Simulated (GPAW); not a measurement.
# How Mo absorbs and reflects light

Aim: the dielectric function of Mo, and the optical constants that follow from it.

Main program and level: GPAW 26.7.0; DFT, PBE, plane-wave PAW (GPAW data sets), scalar-relativistic, RPA, optical limit.

**1. The structure**

It takes space group Im-3m (No. 229, cubic). Conventional cell: a = 3.147 Å, b = 3.147 Å, c = 3.147 Å, α = 90.00°, β = 90.00°, γ = 90.00°. Nearest to Mo lie 8 Mo at 2.73 Å.

**2. Ground state**

First the ground state: is it a metal or has it a gap?

This step: DFT, PBE, plane-wave PAW (GPAW data sets), scalar-relativistic, ground state (GPAW 26.7.0).

File gs.py:

```python
from ase import Atoms
from ase.dft.bandgap import bandgap
from gpaw import GPAW, PW, FermiDirac

atoms = Atoms(['Mo'],
              cell=[[-1.573415000000, 1.573415000000, 1.573415000000],
                    [1.573415000000, -1.573415000000, 1.573415000000],
                    [1.573415000000, 1.573415000000, -1.573415000000]],
              scaled_positions=[[0.000000000000, 0.000000000000, 0.000000000000]],
              pbc=[True, True, True])
atoms.calc = GPAW(mode=PW(500), xc='PBE', kpts={'size': (10, 10, 10), 'gamma': True},
                  occupations=FermiDirac(0.05), maxiter=150, txt='gs.txt')
print('energy (eV)', atoms.get_potential_energy())
print('Fermi level (eV)', atoms.calc.get_fermi_level())
print('valence electrons', atoms.calc.get_number_of_electrons())
print('gap (eV)', bandgap(atoms.calc, output=None)[0])
print('direct gap (eV)', bandgap(atoms.calc, direct=True, output=None)[0])
atoms.calc.write('gs.gpw')
```

On the command line:

```
$ OMP_NUM_THREADS=1 python gs.py
```

Numbers of over 12 decimals in the logs are rounded to 6 here.

The log of the run:

```text
__  _  _
 | _ |_)|_||  |
 |__||  | ||/\| - 26.7.0

Versions:
  Python: 3.12.14
  ASE:    3.29.0
  Numpy:  2.5.5
  Scipy:  1.18.1
  Libxc:  7.0.0

Input parameters:
  mode=PW(ecut=500.0),
  kpts=MonkhorstPack(size=(10, 10, 10), gamma=True),
  maxiter=150,
  occupations=Occupations(name='fermi-dirac', width=0.05, fixmagmom=False),
  xc=XC(name='PBE')

Diagonalizing LCAO Hamiltonian
Converting LCAO to pw mode

       Mo

Atoms  # Å, Bohr magnetons
|   | symbol |        x |        y |        z |    initial magnetic moments |
| 0 |     Mo | 0.000000 | 0.000000 | 0.000000 | ( 0.0000,  0.0000,  0.0000) |

Unit cell  # Å
| periodic |         x |         y |         z |  lengths |     angles |
|      yes | -1.573415 |  1.573415 |  1.573415 | 2.725235 | 109.471221 |
|      yes |  1.573415 | -1.573415 |  1.573415 | 2.725235 | 109.471221 |
|      yes |  1.573415 |  1.573415 | -1.573415 | 2.725235 | 109.471221 |

Number of symmetries: 48
Symmetry operations  # r_c * U_cc + t_c -> r_c
|    | kind |            matrix            |
|  0 |  σ   |  1, 1, 1,  0, 0,-1,  0,-1, 0 |
|  1 |  C4  |  1, 1, 1,  0, 0,-1, -1, 0, 0 |
|  2 |  C2  |  1, 1, 1,  0,-1, 0,  0, 0,-1 |
|  3 |  S6  |  1, 1, 1,  0,-1, 0, -1, 0, 0 |
|  4 |  S6  |  1, 1, 1, -1, 0, 0,  0, 0,-1 |
|  5 |  C4  |  1, 1, 1, -1, 0, 0,  0,-1, 0 |
|  6 |  E   |  1, 0, 0,  0, 1, 0,  0, 0, 1 |
|  7 |  σ   |  1, 0, 0,  0, 1, 0, -1,-1,-1 |
|  8 |  σ   |  1, 0, 0,  0, 0, 1,  0, 1, 0 |
|  9 |  C3  |  1, 0, 0,  0, 0, 1, -1,-1,-1 |
| 10 |  C3  |  1, 0, 0, -1,-1,-1,  0, 1, 0 |
| 11 |  σ   |  1, 0, 0, -1,-1,-1,  0, 0, 1 |
| 12 |  σ   |  0, 1, 0,  1, 0, 0,  0, 0, 1 |
| 13 |  C2  |  0, 1, 0,  1, 0, 0, -1,-1,-1 |
| 14 |  C3  |  0, 1, 0,  0, 0, 1,  1, 0, 0 |
| 15 |  S4  |  0, 1, 0,  0, 0, 1, -1,-1,-1 |
| 16 |  S4  |  0, 1, 0, -1,-1,-1,  1, 0, 0 |
| 17 |  C3  |  0, 1, 0, -1,-1,-1,  0, 0, 1 |
| 18 |  C3  |  0, 0, 1,  1, 0, 0,  0, 1, 0 |
| 19 |  S4  |  0, 0, 1,  1, 0, 0, -1,-1,-1 |
| 20 |  σ   |  0, 0, 1,  0, 1, 0,  1, 0, 0 |
| 21 |  C3  |  0, 0, 1,  0, 1, 0, -1,-1,-1 |
| 22 |  C2  |  0, 0, 1, -1,-1,-1,  1, 0, 0 |
| 23 |  S4  |  0, 0, 1, -1,-1,-1,  0, 1, 0 |
| 24 |  C4  |  0, 0,-1,  1, 1, 1,  0,-1, 0 |
| 25 |  σ   |  0, 0,-1,  1, 1, 1, -1, 0, 0 |
| 26 |  S6  |  0, 0,-1,  0,-1, 0,  1, 1, 1 |
| 27 |  C2  |  0, 0,-1,  0,-1, 0, -1, 0, 0 |
| 28 |  C4  |  0, 0,-1, -1, 0, 0,  1, 1, 1 |
| 29 |  S6  |  0, 0,-1, -1, 0, 0,  0,-1, 0 |
| 30 |  S6  |  0,-1, 0,  1, 1, 1,  0, 0,-1 |
| 31 |  C4  |  0,-1, 0,  1, 1, 1, -1, 0, 0 |
| 32 |  C4  |  0,-1, 0,  0, 0,-1,  1, 1, 1 |
| 33 |  S6  |  0,-1, 0,  0, 0,-1, -1, 0, 0 |
| 34 |  σ   |  0,-1, 0, -1, 0, 0,  1, 1, 1 |
| 35 |  C2  |  0,-1, 0, -1, 0, 0,  0, 0,-1 |
| 36 |  C2  | -1, 0, 0,  1, 1, 1,  0, 0,-1 |
| 37 |  S6  | -1, 0, 0,  1, 1, 1,  0,-1, 0 |
| 38 |  S6  | -1, 0, 0,  0, 0,-1,  1, 1, 1 |
| 39 |  C2  | -1, 0, 0,  0, 0,-1,  0,-1, 0 |
| 40 |  C2  | -1, 0, 0,  0,-1, 0,  1, 1, 1 |
| 41 |  i   | -1, 0, 0,  0,-1, 0,  0, 0,-1 |
| 42 |  S4  | -1,-1,-1,  1, 0, 0,  0, 1, 0 |
| 43 |  C3  | -1,-1,-1,  1, 0, 0,  0, 0, 1 |
| 44 |  C3  | -1,-1,-1,  0, 1, 0,  1, 0, 0 |
| 45 |  σ   | -1,-1,-1,  0, 1, 0,  0, 0, 1 |
| 46 |  S4  | -1,-1,-1,  0, 0, 1,  1, 0, 0 |
| 47 |  C2  | -1,-1,-1,  0, 0, 1,  0, 1, 0 |

BZ-sampling:
  Number of BZ points: 1000
  Number of IBZ points: 47

  Monkhorst-Pack size: [10, 10, 10]
  Monkhorst-Pack shift: [0.05, 0.05, 0.05]

K-points  # in reciprocal-cell coordinates
|     |                                coordinates |     weight |
|   0 | (  0.00000000,   0.00000000,   0.00000000) | 0.00100000 |
|   1 | (  0.10000000,   0.00000000,   0.00000000) | 0.01200000 |
|   2 | (  0.10000000,   0.10000000,  -0.10000000) | 0.00600000 |
|   3 | (  0.20000000,   0.00000000,  -0.10000000) | 0.02400000 |
|   4 | (  0.20000000,   0.00000000,   0.00000000) | 0.01200000 |
|   5 | (  0.20000000,   0.10000000,  -0.10000000) | 0.02400000 |
|   6 | (  0.20000000,   0.20000000,  -0.20000000) | 0.00600000 |
|   7 | (  0.30000000,  -0.10000000,  -0.10000000) | 0.00800000 |
|   8 | (  0.30000000,   0.00000000,  -0.10000000) | 0.04800000 |
|   9 | (  0.30000000,   0.00000000,   0.00000000) | 0.01200000 |
| ... |                                            |            |
|  46 | (  0.50000000,   0.50000000,   0.50000000) | 0.00100000 |

Plane wave coefficients: 410
Cutoff: 500.0 eV

Spin-components: 1 (collinear spins)
Bands:           13
Projectors:      6
Spin-degeneracy: 2
Datatype:        complex128

Parallelization:
  kpt:    1
  domain: 1
  band:   1

Density:
  Valence electrons: 14.0
  Components: 1
  Grid points: [15 15 15]
  Charge: 0.0  # |e|

Potential:
  Grid points: [15 15 15]

species:
  Mo:
    name:    Molybdenum
    id:
    Z:       42.0
    valence: 14
    core:    28
    charge:  0.0  # [|e|]
    compensation charges:
      type: gauss
      rc: 0.38  # [Å]
      lmax: 2
    cutoffs:
      filter: 2.16  # [Å]
      core: 1.42  # [Å]
    projectors
    | kind |    occ | energy [eV] | rcut [Å] |
    |   4s |  2.000 |     -64.307 |    1.238 |
    |   5s |  1.000 |      -4.084 |    1.238 |
    |   4p |  6.000 |     -38.491 |    1.296 |
    |   5p |  0.000 |      -1.044 |    1.296 |
    |   4d |  5.000 |      -3.754 |    1.296 |
    |    d |        |      23.458 |    1.296 |

    Using partial waves for Mo as LCAO basis

Reference energy: -110134.072632  # eV

eigensolver:
  PPCG
  Converge bands: occupied
  niter=2

density mixing:
  MSR1-Mixer
  Pratt-step length: 0.05
  Maximum mixing coefficient: 0.75
  Old densities: 10
  SVD Regularization: 0.005
  Good broyden scale: 1.0
  Trust region scale: 1.0
  Backstep threshold: 4.0
  History deletion threshold: 6.0
  Fourier metric: weight=20.0, sigma=0.015

occupation numbers:
  Fermi-Dirac:
    width: 0.0500  # eV

poisson solver:
  ecut: 4000.0  # eV

xc functional:
  name: PBE with 2 nearest neighbor stencil

convergence criteria:
- Maximum [total energy] change in last 3 cyles: 0.0005 eV / valence electron
- Maximum integral of absolute [dens]ity change: 0.0001 electrons / valence electron
- Maximum integral of absolute [eigenst]ate change: 4e-08 eV^2 / valence electron
maximum number of iterations: 150

SCF iterations
|iter     |      energy | eigst |  dens |
|iter:   1||  -12.142376 | +0.38 |       |
|iter:   2||  -11.977821 | -2.01 | -0.99 |
|iter:   3||  -11.237702 | -1.10 | -1.03 |
|iter:   4||  -11.240177 | -3.37 | -1.93 |
|iter:   5||  -11.241789c| -3.87 | -2.17 |
|iter:   6||  -11.241791c| -6.03 | -3.61 |
|iter:   7||  -11.241791c| -6.93 | -3.99 |
|iter:   8||  -11.241791c| -8.25c| -5.05c|

Converged in 8 steps
SCF loop duration: 3.973 s (0.497 s/step)
Energy contributions relative to reference atoms: (reference = -110134.072632)

Energy contributions:
  Kinetic:         -11.859223
  Coulomb:           6.517699
  Zero:             -0.261075
  External:          0.000000
  Xc:               -5.635001
  Entropy:          -0.008382
  Spinorbit:         0.000000
  ----------------------------
  Free energy:     -11.245982
  Extrapolated:    -11.241791

dipole moment: (-5.884471, -5.884471, -5.884471)  # |e|*Ang

Fermi level: 13.694
Eigenvalues  # (at kpt = [0.000, 0.000, 0.000])
| band index |      eig [eV] | occ [0-2] |
|          0 |       -47.723 |     2.000 |
|          1 |       -21.028 |     2.000 |
|          2 |       -21.028 |     2.000 |
|          3 |       -21.028 |     2.000 |
|          4 |         6.400 |     2.000 |
|          5 |        12.243 |     2.000 |
|          6 |        12.243 |     2.000 |
|          7 |        12.243 |     2.000 |
|          8 |        15.222 |     0.000 |
|          9 |        15.222 |     0.000 |
|         10 |        39.789 |     0.000 |
|         11 |        39.789 |     0.000 |
|         12 |        43.630 |     0.000 |

No gap
No difference between direct/indirect transitions

--- standard output ---
energy (eV) -11.241791
Fermi level (eV) 13.693515
valence electrons 14.0
gap (eV) 0.0
direct gap (eV) 0.0
```

It took 6 s on 1 thread of Arm Neoverse V1, shared host; peak memory 0.12 GiB.

Numbers from this step:

| Item | Value |
| --- | --- |
| energy | -11.24 eV |
| Fermi energy | 13.69 eV |
| electrons | 14 |

There are states at the Fermi level within the smearing, so the occupations stay smeared and the carriers get a Drude term.

**3. Bands for the response**

The response needs many more empty bands than the density does.

This step: DFT, PBE, plane-wave PAW (GPAW data sets), scalar-relativistic, bands at fixed density (GPAW 26.7.0).

File nscf.py:

```python
from ase.dft.bandgap import bandgap
from gpaw import GPAW, FermiDirac

calc = GPAW('gs.gpw').fixed_density(kpts={'size': (22, 22, 22), 'gamma': True}, nbands=24, convergence={'bands': 18},
                                    occupations=FermiDirac(0.05), txt='nscf.txt')
print('gap (eV)', bandgap(calc, output=None)[0])
print('direct gap (eV)', bandgap(calc, direct=True, output=None)[0])
print('top band over the Fermi level (eV)', min(calc.get_eigenvalues(kpt=k)[17] for k in range(len(calc.get_ibz_k_points()))) - calc.get_fermi_level())
calc.write('full.gpw', mode='all')
```

On the command line:

```
$ OMP_NUM_THREADS=1 python nscf.py
```

The log of the run:

```text
Diagonalizing LCAO Hamiltonian
Converting LCAO to pw mode
convergence criteria:
- Maximum integral of absolute [eigenst]ate change: 4e-08 eV^2 / valence electron
maximum number of iterations: 150

SCF iterations
|iter     |      energy | eigst |  dens |
|iter:   1||             | +2.92 |       |
|iter:   2||             | +0.50 |       |
|iter:   3||             | -1.63 |       |
|iter:   4||             | -3.91 |       |
|iter:   5||             | -6.01 |       |
|iter:   6||             | -7.58c|       |
SCF steps: 6
  __  _  _
 | _ |_)|_||  |
 |__||  | ||/\| - 26.7.0

Versions:
  Python: 3.12.14
  ASE:    3.29.0
  Numpy:  2.5.5
  Scipy:  1.18.1
  Libxc:  7.0.0

Input parameters:
  mode=PW(ecut=500.0),
  convergence={'bands': 18},
  gpts=array([15, 15, 15]),
  kpts=MonkhorstPack(size=(22, 22, 22), gamma=True),
  maxiter=150,
  nbands=24,
  occupations=Occupations(name='fermi-dirac', width=0.05, fixmagmom=False),
  parallel={},
  xc=XC(name='PBE')

--- standard output ---
gap (eV) 0.0
direct gap (eV) 0.0
top band over the Fermi level (eV) 28.726354
```

The job ended after 40 s (1 thread; peak memory 0.21 GiB).

**4. Dielectric function, RPA**

Local fields let the induced charge screen the field inside the cell, which as a rule lowers ε, most along directions where the density is uneven.

This step: DFT, PBE, plane-wave PAW (GPAW data sets), scalar-relativistic, RPA, optical limit (GPAW 26.7.0).

File df.py:

```python
from gpaw.response.df import DielectricFunction

df = DielectricFunction('full.gpw', frequencies={'type': 'nonlinear', 'domega0': 0.03, 'omega2': 8},
                        ecut=50,
                        eta=0.15,
                        nbands=18,
                        rate=0.05,
                        txt='df.txt')
for direction in ['x']:
    df.get_dielectric_function(xc='RPA', direction=direction, filename=f'df_{direction}.csv')
```

On the command line:

```
$ OMP_NUM_THREADS=1 python df.py
```

The log of the run:

```text
Using integrator: PointIntegrator
NonLinearFrequencyDescriptor(from 0.000 to 99.342 eV, 540 points)
Nonperiodic BCs:  [False False False]
Using integrator: PointIntegrator
NonLinearFrequencyDescriptor(from 0.000 to 99.342 eV, 540 points)
Nonperiodic BCs:  [False False False]
Using integrator: PointIntegrator

Calculating chi0 body with:
    Ground state adapter containing:
    Number of spins: 1
    Number of kpoints: 10648
    Number of irreducible kpoints: 328
    Number of completely occupied states: 6
    Number of partially occupied states: 9

    Linear response parametrization:
    q_c: [0.0, 0.0, 0.0]
    Number of frequency points: 540
    Planewave cutoff: 50.0
    Number of bands: 18
    Number of planewaves: 13
    Broadening (eta): 0.15

Integrating chi0 body.

Symmetries of q_c:
    Direct symmetries (Uq -> q): 48
    Indirect symmetries (TUq -> q): 0
In total 48 allowed symmetries.

328 groups of equivalent kpoints. 96.919609% reduction.

Integral kind: spectral function

Calculating chi0 optical extensions with:
    Ground state adapter containing:
    Number of spins: 1
    Number of kpoints: 10648
    Number of irreducible kpoints: 328
    Number of completely occupied states: 6
    Number of partially occupied states: 9

    Linear response parametrization:
    Number of frequency points: 540
    Planewave cutoff: 50.0
    Number of bands: 18
    Number of planewaves: 13
    Broadening (eta): 0.15
Integrating chi0 head and wings.

Symmetries of q_c:
    Direct symmetries (Uq -> q): 48
    Indirect symmetries (TUq -> q): 0
In total 48 allowed symmetries.

328 groups of equivalent kpoints. 96.919609% reduction.

Integral kind: spectral function wings

Calculating drude chi0 with:
    Number of frequency points:540
    Plasma frequency decay rate: 0.05 eV

    Ground state adapter containing:
    Number of spins: 1
    Number of kpoints: 10648
    Number of irreducible kpoints: 328
    Number of completely occupied states: 6
    Number of partially occupied states: 9

Symmetries of q_c:
    Direct symmetries (Uq -> q): 48
    Indirect symmetries (TUq -> q): 0
In total 48 allowed symmetries.

328 groups of equivalent kpoints. 96.919609% reduction.

Integral kind: intraband
Plasma frequency:
[[6.66-0.j 0.  -0.j 0.  -0.j]
 [0.  -0.j 6.66-0.j 0.  +0.j]
 [0.  -0.j 0.  +0.j 6.66-0.j]]
```

Elapsed: 13 s, on 1 thread; peak memory 0.2 GiB.

Read-outs, printed or worked out from the files:

- main peak of the optical conductivity above 1 eV, first axis: 4.175 eV
- centre of weight of the strongest loss peak in the window: 10.56 eV

Some rows of df_x.csv (energy; Re and Im without local fields; Re and Im with them):

```text
0.000000, 17789.614403, -0.000000, 17789.540365, -0.000000
0.460735, -164.600953, 55.576931, -164.674282, 55.568760
0.943989, -23.940633, 19.389151, -24.002253, 19.377975
1.451455, 5.702447, 19.733006, 5.647568, 19.726959
1.984998, 12.781198, 27.365554, 12.712128, 27.349304
2.546682, 2.340197, 22.263553, 2.314369, 22.251800
3.138794, 1.671037, 20.436832, 1.640052, 20.457932
3.763875, 0.314871, 22.390550, 0.280394, 22.429677
4.424758, -9.270659, 21.003296, -9.382676, 21.067646
5.124608, -10.394885, 11.809338, -10.508622, 11.821708
5.866977, -8.565097, 7.056516, -8.665625, 7.040063
6.655862, -5.780556, 3.798670, -5.861350, 3.782696
7.495775, -4.903014, 3.651316, -4.982309, 3.640460
8.391833, -3.184390, 1.528232, -3.255552, 1.515061
9.349861, -1.690662, 1.034501, -1.762495, 1.021572
10.376517, -0.372222, 0.845871, -0.433684, 0.833484
11.479449, 1.092557, 2.070456, 1.047780, 2.091567
12.667487, -0.087263, 2.368316, -0.190770, 2.432500
13.950874, -0.307548, 1.961767, -0.487425, 2.024217
```

Im ε, E ∥ x against photon energy; read off at these points:

| photon energy (eV) | Im ε, E ∥ x |
| --- | --- |
| 0.50 | 47.0 |
| 1.00 | 17.2 |
| 1.50 | 20.0 |
| 2.00 | 27.8 |
| 2.21 | 32.1 |
| 2.50 | 22.8 |
| 2.82 | 24.9 |
| 3.00 | 21.5 |
| 3.50 | 21.6 |
| 4.00 | 23.7 |
| 4.16 | 25.1 |
| 4.50 | 19.9 |
| 5.00 | 13.1 |
| 5.50 | 8.90 |
| 6.00 | 6.20 |
| 6.50 | 4.26 |
| 7.00 | 3.64 |
| 7.50 | 3.63 |
| 8.00 | 2.04 |
| 8.50 | 1.52 |
| 9.00 | 1.14 |
| 9.50 | 0.964 |
| 10.00 | 0.823 |
| 10.50 | 0.786 |
| 11.00 | 1.17 |
| 11.50 | 2.15 |
| 12.00 | 2.75 |
| 12.50 | 2.58 |
| 13.00 | 2.58 |
| 13.50 | 2.20 |

Table of Re ε, E ∥ x by photon energy:

photon energy (eV), Re ε, E ∥ x and a bar from the least value:
```
      0.5       -137 
      1.0        -18 ########################
      1.5          7 #############################
      2.0         13 ##############################
      2.5          1 ############################
      3.0          0 ############################
      3.5          2 ############################
      4.0          0 ###########################
      4.5        -10 ##########################
      5.0        -11 #########################
      5.5         -9 ##########################
      6.0         -8 ##########################
      6.5         -6 ##########################
      7.0         -4 ###########################
      7.5         -5 ##########################
      8.0         -4 ###########################
      8.5         -3 ###########################
      9.0         -2 ###########################
      9.5         -2 ###########################
     10.0         -1 ###########################
     10.5          0 ###########################
     11.0          1 ############################
     11.5          1 ############################
     12.0          1 ############################
     12.5          0 ###########################
     13.0          0 ###########################
     13.5          0 ###########################
```

The loss function −Im 1/ε at q → 0, E ∥ x has structure finer than the step of the table below, so its rows give means over 0.5 eV, whole bins alone (the curve runs from 0.305 to 14.0 eV). Peaks (eV: height): 10.59: 1.30.

Table of loss function −Im 1/ε at q → 0, E ∥ x by energy loss; means over each step:

| energy loss (eV) | loss function −Im 1/ε at q → 0, E ∥ x |
| --- | --- |
| 1.0 | 0.0324 |
| 1.5 | 0.0452 |
| 2.0 | 0.0310 |
| 2.5 | 0.0398 |
| 3.0 | 0.0450 |
| 3.5 | 0.0459 |
| 4.0 | 0.0419 |
| 4.5 | 0.0402 |
| 5.0 | 0.0460 |
| 5.5 | 0.0527 |
| 6.0 | 0.0578 |
| 6.5 | 0.0725 |
| 7.0 | 0.109 |
| 7.5 | 0.0972 |
| 8.0 | 0.0964 |
| 8.5 | 0.130 |
| 9.0 | 0.176 |
| 9.5 | 0.292 |
| 10.0 | 0.597 |
| 10.5 | 1.08 |
| 11.0 | 0.672 |
| 11.5 | 0.382 |
| 12.0 | 0.348 |
| 12.5 | 0.385 |
| 13.0 | 0.391 |
| 13.5 | 0.437 |

Refractive index n and extinction k against photon energy:

| photon energy (eV) | n | k |
| --- | --- | --- |
| 0.5 | 1.98 | 11.9 |
| 1.0 | 1.86 | 4.61 |
| 1.5 | 3.73 | 2.68 |
| 2.0 | 4.64 | 2.99 |
| 2.5 | 3.46 | 3.29 |
| 3.0 | 3.31 | 3.26 |
| 3.5 | 3.44 | 3.14 |
| 4.0 | 3.41 | 3.47 |
| 4.5 | 2.49 | 3.99 |
| 5.0 | 1.77 | 3.70 |
| 5.5 | 1.33 | 3.36 |
| 6.0 | 1.01 | 3.08 |
| 6.5 | 0.799 | 2.66 |
| 7.0 | 0.820 | 2.22 |
| 7.5 | 0.768 | 2.36 |
| 8.0 | 0.484 | 2.11 |
| 8.5 | 0.427 | 1.78 |
| 9.0 | 0.363 | 1.57 |
| 9.5 | 0.370 | 1.30 |
| 10.0 | 0.412 | 1.000 |
| 10.5 | 0.543 | 0.725 |
| 11.0 | 0.987 | 0.592 |
| 11.5 | 1.31 | 0.818 |
| 12.0 | 1.29 | 1.07 |
| 12.5 | 1.10 | 1.18 |
| 13.0 | 1.09 | 1.18 |
| 13.5 | 0.946 | 1.16 |

Table of reflectivity at normal incidence, E ∥ x by photon energy; read off at these points:

| photon energy (eV) | reflectivity at normal incidence, E ∥ x (%) |
| --- | --- |
| 0.50 | 94.7 |
| 1.00 | 74.7 |
| 1.50 | 49.5 |
| 2.00 | 54.5 |
| 2.32 | 59.4 |
| 2.50 | 55.0 |
| 3.00 | 54.6 |
| 3.50 | 53.5 |
| 4.00 | 56.7 |
| 4.50 | 64.6 |
| 5.00 | 66.9 |
| 5.50 | 68.2 |
| 6.00 | 70.1 |
| 6.12 | 70.9 |
| 6.50 | 69.1 |
| 7.00 | 60.1 |
| 7.50 | 64.7 |
| 8.00 | 70.9 |
| 8.50 | 67.3 |
| 9.00 | 66.3 |
| 9.50 | 58.5 |
| 10.00 | 45.0 |
| 10.50 | 25.3 |
| 11.00 | 8.18 |
| 11.50 | 12.7 |
| 12.00 | 19.1 |
| 12.50 | 24.1 |
| 13.00 | 24.3 |
| 13.25 | 27.9 |
| 13.50 | 26.3 |

Optical constants at common wavelengths, from n + ik = √ε:

| wavelength (nm) | n | k | R (%) | 1/α |
| --- | --- | --- | --- | --- |
| 1550 | 2.02 | 6.537 | 84.4 | 19 nm |
| 1064 | 2.64 | 3.242 | 55.6 | 26 nm |
| 633 | 4.61 | 2.890 | 53.7 | 17 nm |
| 532 | 3.91 | 3.787 | 59.3 | 11 nm |
| 450 | 3.77 | 3.225 | 54.5 | 11 nm |
| 405 | 3.29 | 3.152 | 53.6 | 10 nm |
| 248 | 1.77 | 3.701 | 66.9 | 5.3 nm |

A polished face would reflect 57 % of daylight and look light grey (CIE x = 0.313, y = 0.337 under D65).

**5. What came out**

```
main peak of the optical conductivity above 1 eV, first axis          : 4.18 eV
centre of weight of the strongest loss peak in the window, first axis : 10.6 eV
```

**Reading.** At this level (PBE, RPA) Mo is a metal; it reflects 59 % at 550 nm. A polished face would reflect 57 % of daylight and look light grey (CIE x = 0.313, y = 0.337 under D65). The carriers' damping of 0.05 eV is typed, not computed; it shapes the response at the lowest energies. The sum runs over mesh points, so small or evenly spaced maxima can still be ripples of the mesh. In this version of GPAW the matrix elements of the optical limit are incomplete, which can lower ε − 1 by up to a tenth where first-row anions or d states rule, and shift it by more in d metals. GPAW's carrier term has the form −ωp²/(ω + i·rate)², which damps like twice the rate and fails at low energy, so the curves leave the lowest energies out.

[Machine, clock and banner lines and Python warnings are left out of the logs.]

[Logs are printed without paths, hosts, clocks, repeated set-up lines and the standing remarks that a program may print on its own settings, such as how far it seeks lower states.]

[Hosts, paths, dates, database ids (printed as entryN), source tags and the programs' standing remarks are cut or masked in the printed files.]
